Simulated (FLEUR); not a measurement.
## Magnetic state of free Fe(001) film, 3 layers from several starts

A self-consistent run ends on one state, which hangs on the start. Several orders of free Fe(001) film, 3 layers are started in FLEUR and their energies compared.

Method: LDA (VWN); all-electron FLAPW film, Dirac cores, scalar-relativistic bands, in FLEUR MaX-R8.1.

This is a report of a sequence of runs, with most program output left out.

## 1. Set-up

The cell holds 3 atoms: 3 Fe. Its edges and angles: a = 2.866 Å, b = 2.866 Å, c = 16.866 Å, α = 90.0°, β = 90.0°, γ = 90.0°. Layers at typed spacings, unrelaxed. Vacuum lies along c.

## 2. Start 1: ferro +++

The parallel start comes first: it shows whether parallel moments hold.

inpgen writes inp.xml from crystal.txt; cutoffs, mixing, functional, smearing and local orbitals are then set in the file. The k list default-1 (kpts.xml, not shown) is a Γ-centred 10×10×1 mesh; where the ranks do not divide the number of points, some are split in two of half the weight.

Contents of inp.xml:

```
<?xml version="1.0" encoding="UTF-8" standalone="no"?>
<fleurInput fleurInputVersion="0.39">
   <comment>
      Fe
   </comment>
   <calculationSetup>
      <cutoffs Kmax="3.68" Gmax="11.0" GmaxXC="11.0" numbands="0"/>
      <scfLoop itmax="120" minDistance="0.00002" maxIterBroyd="15" imix="Anderson" alpha="0.03" precondParam="0.0" spinf="2.0" sdNocoIR="T"/>
      <coreElectrons ctail="T" frcor="F" kcrel="1" coretail_lmax="0"/>
      <xcFunctional name="vwn" relativisticCorrections="F"/>
      <magnetism jspins="2"/>
      <soc l_soc="F" theta="0.0" phi="0.0" spav="F"/>
      <expertModes spex="0" secvar="F"/>
      <geometryOptimization l_f="F" forcealpha="1.0" forcemix="BFGS" epsdisp="0.00001" epsforce="0.00001"/>
      <ldaU l_linMix="F" mixParam="0.05" spinf="1.0"/>
   </calculationSetup>
   <cell>
      <bzIntegration valenceElectrons="48.0" mode="hist" fermiSmearingEnergy="0.00183747">
         <kPointListSelection listName="default-1"/>
         <xi:include xmlns:xi="http://www.w3.org/2001/XInclude" href="kpts.xml"> </xi:include>
      </bzIntegration>
      <xi:include xmlns:xi="http://www.w3.org/2001/XInclude" href="sym.xml"> </xi:include>
      <filmLattice scale="1.0" dVac="10.68" dTilda="13.18">
         <bravaisMatrixFilm>
            <row-1>    5.4159550731035999     0.0000000000000000</row-1>
            <row-2>    0.0000000000000000     5.4159550731035999</row-2>
         </bravaisMatrixFilm>
         <vacuumEnergyParameters vacuum="1" spinUp="-.25" spinDown="-.25"/>
      </filmLattice>
   </cell>
   <atomSpecies>
      <species name="Iron (Fe) 2.800" element="Fe" atomicNumber="26">
         <mtSphere radius="2.23" gridPoints="737" logIncrement="0.016"/>
         <atomicCutoffs lmax="8" lnonsphr="6"/>
         <electronConfig flipSpins="F">
            <coreConfig>(1s1/2) (2s1/2) (2p1/2) (2p3/2)</coreConfig>
            <valenceConfig>(3s1/2) (3p1/2) (3p3/2) (4s1/2) (3d3/2) (3d5/2)</valenceConfig>
            <stateOccupation state="(3d3/2)" spinUp="1.4" spinDown="1.0"/>
            <stateOccupation state="(3d5/2)" spinUp="3.0" spinDown="0.6"/>
         </electronConfig>
         <energyParameters s="4" p="4" d="3" f="4"/>
         <lo type="SCLO" l="0" n="3" eDeriv="0"/>
         <lo type="SCLO" l="1" n="3" eDeriv="0"/>
      </species>
   </atomSpecies>
   <atomGroups>
      <atomGroup species="Iron (Fe) 2.800">
         <filmPos label="                   1">.0000000000 .0000000000 -2.7079828732</filmPos>
         <filmPos label="                   3">.0000000000 .0000000000 2.7079828732</filmPos>
         <force calculate="T" relaxXYZ="TTT"/>
      </atomGroup>
      <atomGroup species="Iron (Fe) 2.800">
         <filmPos label="                   2">1.000/2.000 1.000/2.000 .0000000000</filmPos>
         <force calculate="T" relaxXYZ="TTT"/>
      </atomGroup>
   </atomGroups>
   <output dos="F" band="F" slice="F">
      <bandDOS minEnergy="-.5*Htr" maxEnergy="0.5*Htr" sigma="0.015" storeEVData="T"/>
      <plotting iplot="0" polar="F">
         <plot TwoD="T" vec1="  1.0  0.0  0.0" vec2="  0.0  1.0  0.0" vec3="  0.0  0.0  1.0" zero="  0.0  0.0 -0.5" file="plot"/>
      </plotting>
      <moessbauerParams electricFieldGradient="F" isomerShift="T" coreHyperfine="T" valenceHyperfine="T"/>
   </output>
</fleurInput>
```

Contents of crystal.txt:

```
Fe
&input film=T cartesian=F /
2.86600000000  0.00000000000  0.00000000000
0.00000000000  2.86600000000  0.00000000000
0.00000000000  0.00000000000  1.00000000000
1.8897261246
1.0 1.0 1.0

3
26 0.00000000000  0.00000000000  -2.70798287318 : 2.800
26 0.50000000000  0.50000000000  0.00000000000 : 2.800
26 0.00000000000  0.00000000000  2.70798287318 : 2.800

&kpt div1=10 div2=10 div3=1 gamma=T /
```

The run is started by

```console
$ OMP_NUM_THREADS=1 inpgen -f crystal.txt > inpgen.log  # inp.xml is then edited as shown
$ OMP_NUM_THREADS=1 mpirun -n 4 fleur_MPI > fleur.log
```

Elapsed: 25 s, on 4 MPI ranks of Arm Neoverse V1, shared host; peak memory 0.24 GiB.

Spin moment in the muffin-tin sphere by atom:

```csv
atom,spin moment in the muffin-tin sphere (μB)
Fe1,2.92
Fe2,2.33
Fe3,2.92
```

This step gave:

```yaml
free_energy: -103720.0508 eV
program_s_band_gap_on_this_mesh_in_a_metal_only_a_level_spacing: 0.01364 eV
magnetization: 8.395 μB
final_state: ferromagnetic
```

After 29 cycles the largest moment stands at 2.92 μB.

## 3. Order 2, typed as ferri +-+

Another pattern of signs weighs the neighbour shells otherwise.

inp.xml: that of step 2 with these lines changed.

```diff
@@ -44,2 +44,15 @@
       </species>
+      <species name="Iron (Fe) -2.800" element="Fe" atomicNumber="26">
+         <mtSphere radius="2.23" gridPoints="737" logIncrement="0.016"/>
+         <atomicCutoffs lmax="8" lnonsphr="6"/>
+         <electronConfig flipSpins="F">
+            <coreConfig>(1s1/2) (2s1/2) (2p1/2) (2p3/2)</coreConfig>
+            <valenceConfig>(3s1/2) (3p1/2) (3p3/2) (4s1/2) (3d3/2) (3d5/2)</valenceConfig>
+            <stateOccupation state="(3d3/2)" spinUp="1.0" spinDown="1.4"/>
+            <stateOccupation state="(3d5/2)" spinUp="0.6" spinDown="3.0"/>
+         </electronConfig>
+         <energyParameters s="4" p="4" d="3" f="4"/>
+         <lo type="SCLO" l="0" n="3" eDeriv="0"/>
+         <lo type="SCLO" l="1" n="3" eDeriv="0"/>
+      </species>
    </atomSpecies>
@@ -51,3 +64,3 @@
       </atomGroup>
-      <atomGroup species="Iron (Fe) 2.800">
+      <atomGroup species="Iron (Fe) -2.800">
          <filmPos label="                   2">1.000/2.000 1.000/2.000 .0000000000</filmPos>
```

crystal.txt: that of step 2 with these lines changed.

```diff
@@ -10,3 +10,3 @@
 26 0.00000000000  0.00000000000  -2.70798287318 : 2.800
-26 0.50000000000  0.50000000000  0.00000000000 : 2.800
+26 0.50000000000  0.50000000000  0.00000000000 : -2.800
 26 0.00000000000  0.00000000000  2.70798287318 : 2.800
```

The job ended after 1.7 min (4 MPI ranks; peak memory 0.24 GiB).

The run stopped without converging, so none of its numbers is a property of the system.

After 120 cycles the density distance stands at 4.8 me/bohr³, above the threshold of 2e-05.

## 4. Start 3: no spin polarisation

Without spin polarisation no moment can form, so the difference from the other runs is what forming moments gains.

inp.xml: that of step 3 with these lines changed.

```diff
@@ -10,3 +10,3 @@
       <xcFunctional name="vwn" relativisticCorrections="F"/>
-      <magnetism jspins="2"/>
+      <magnetism jspins="1"/>
       <soc l_soc="F" theta="0.0" phi="0.0" spav="F"/>
@@ -31,3 +31,3 @@
    <atomSpecies>
-      <species name="Iron (Fe) 2.800" element="Fe" atomicNumber="26">
+      <species name="Iron (Fe)" element="Fe" atomicNumber="26">
          <mtSphere radius="2.23" gridPoints="737" logIncrement="0.016"/>
@@ -37,17 +37,4 @@
             <valenceConfig>(3s1/2) (3p1/2) (3p3/2) (4s1/2) (3d3/2) (3d5/2)</valenceConfig>
-            <stateOccupation state="(3d3/2)" spinUp="1.4" spinDown="1.0"/>
-            <stateOccupation state="(3d5/2)" spinUp="3.0" spinDown="0.6"/>
-         </electronConfig>
-         <energyParameters s="4" p="4" d="3" f="4"/>
-         <lo type="SCLO" l="0" n="3" eDeriv="0"/>
-         <lo type="SCLO" l="1" n="3" eDeriv="0"/>
-      </species>
-      <species name="Iron (Fe) -2.800" element="Fe" atomicNumber="26">
-         <mtSphere radius="2.23" gridPoints="737" logIncrement="0.016"/>
-         <atomicCutoffs lmax="8" lnonsphr="6"/>
-         <electronConfig flipSpins="F">
-            <coreConfig>(1s1/2) (2s1/2) (2p1/2) (2p3/2)</coreConfig>
-            <valenceConfig>(3s1/2) (3p1/2) (3p3/2) (4s1/2) (3d3/2) (3d5/2)</valenceConfig>
-            <stateOccupation state="(3d3/2)" spinUp="1.0" spinDown="1.4"/>
-            <stateOccupation state="(3d5/2)" spinUp="0.6" spinDown="3.0"/>
+            <stateOccupation state="(3d3/2)" spinUp="1.200000" spinDown="1.200000"/>
+            <stateOccupation state="(3d5/2)" spinUp="1.800000" spinDown="1.800000"/>
          </electronConfig>
@@ -59,3 +46,3 @@
    <atomGroups>
-      <atomGroup species="Iron (Fe) 2.800">
+      <atomGroup species="Iron (Fe)">
          <filmPos label="                   1">.0000000000 .0000000000 -2.7079828732</filmPos>
@@ -64,3 +51,3 @@
       </atomGroup>
-      <atomGroup species="Iron (Fe) -2.800">
+      <atomGroup species="Iron (Fe)">
          <filmPos label="                   2">1.000/2.000 1.000/2.000 .0000000000</filmPos>
```

Contents of crystal.txt:

```
Fe
&input film=T cartesian=F /
2.86600000000  0.00000000000  0.00000000000
0.00000000000  2.86600000000  0.00000000000
0.00000000000  0.00000000000  1.00000000000
1.8897261246
1.0 1.0 1.0

3
26 0.00000000000  0.00000000000  -2.70798287318
26 0.50000000000  0.50000000000  0.00000000000
26 0.00000000000  0.00000000000  2.70798287318

&kpt div1=10 div2=10 div3=1 gamma=T /
```

Run time: 13 s. Hardware: 4 MPI ranks; peak memory 0.2 GiB; 53 s of CPU time.

This step gave:

```yaml
free_energy: -103718.0572 eV
program_s_band_gap_on_this_mesh_in_a_metal_only_a_level_spacing: 0 eV
final_state: non-magnetic (no spin polarisation)
```

It lies 665 meV a seeded atom over the first start.

## 5. Energies of the orders

Free energies are divided by the number of seeded atoms.

Orders:

```csv
start,final state,typed order kept,energy over the lowest (meV a seeded atom),largest sphere moment (μB),net moment (μB a primitive cell),mesh matched,CPU time (s)
ferro +++,ferromagnetic,yes,0,2.916,8.395,yes,100.4
no spin polarisation,non-magnetic,-,664.5,0,0,yes,53.3
```

## 6. Spin–orbit coupling, moments along z

Spin–orbit coupling ties the spins to the lattice and lets orbital moments form.

A new self-consistent run of the start ferro +++, with the moments along z.

inp.xml: that of step 2 with these lines changed.

```diff
@@ -6,3 +6,3 @@
    <calculationSetup>
-      <cutoffs Kmax="3.68" Gmax="11.0" GmaxXC="11.0" numbands="0"/>
+      <cutoffs Kmax="3.68" Gmax="11.0" GmaxXC="11.0" numbands="108"/>
       <scfLoop itmax="120" minDistance="0.00002" maxIterBroyd="15" imix="Anderson" alpha="0.03" precondParam="0.0" spinf="2.0" sdNocoIR="T"/>
@@ -11,3 +11,3 @@
       <magnetism jspins="2"/>
-      <soc l_soc="F" theta="0.0" phi="0.0" spav="F"/>
+      <soc l_soc="T" theta="0.0" phi="0.0" spav="F"/>
       <expertModes spex="0" secvar="F"/>
```

crystal.txt: that of step 2 with these lines changed.

```diff
@@ -13,2 +13,3 @@
 
+&soc 0.0000000 0.0000000 /
 &kpt div1=10 div2=10 div3=1 gamma=T /
```

Run time: 69 s. Hardware: 4 MPI ranks; peak memory 0.36 GiB; 4.6 min of CPU time.

Spin moment in the muffin-tin sphere by atom:

| atom | spin moment in the muffin-tin sphere (μB) |
| --- | --- |
| Fe1 | 2.91 |
| Fe2 | 2.33 |
| Fe3 | 2.91 |

This step gave:

| Property | Result |
| --- | --- |
| free energy | -103720.1002 eV |
| program's band gap on this mesh (in a metal only a level spacing) | 0 eV |
| magnetization | 8.388 μB |
| final state | ferromagnetic |
| orbital moment along the spin | 0.08579 μB |

Orbital moment in the sphere, along the spin axis by atom:

```csv
atom,"orbital moment in the sphere, along the spin axis (μB)"
Fe1,0.0858
Fe2,0.0498
Fe3,0.0858
```

Fields along z, the direction of positive moments; semicore shells count as valence. Hyperfine fields at the nuclei:

```csv
atom,core contact (T),valence contact (T),dipolar (T),orbital (T),sum (T),density at the nucleus (e/bohr³)
Fe1,-67.03,48.13,2.125,4.985,-11.79,15067
Fe2,-56.02,19.56,-1.738,2.736,-35.46,15067
Fe3,-67.03,48.13,2.125,4.985,-11.79,15067
```

## 7. Results

```json
{"lower run": "with moments", "largest site spin moment": "2.92 μB", "next finished state": "non-magnetic, 665 meV a seeded atom higher", "energy gained by spin polarisation": "665 meV a seeded atom", "hyperfine field at Fe1, along its moment": "-11.8 T", "orbital moment on the atom of largest spin, along its spin (spin–orbit run)": "0.0858 μB"}
```

**Reading.** No opposed order could be compared. The parallel start holds moments up to 2.92 μB. 1 start gave no converged result and is missing from the ranking; a lower order may hide there. At Fe1 the core shells give -67.0 T and the valence and semicore s states 48.1 T along the moment, -6.49 T per μB together; orbital and dipolar parts add 7.1 T. Semilocal functionals tend to give too weak a core polarisation. The orbital moment is parallel to the spin. No antiferromagnetic order was obtained, so the session says nothing on how the moments order.

[Logs and program files are shortened in this print: banners, set-up blocks, solver, clock and traceback lines can be left out without a mark of their own.]

[Logs are printed without paths, hosts, clocks, repeated set-up lines and the standing remarks that a program may print on its own settings, such as how far it seeks lower states.]

[Hosts, paths, dates, database ids (printed as entryN), source tags and the programs' standing remarks are cut or masked in the printed files.]

[Where a cell is said to come from a database of computed structures, the database is the Materials Project.]
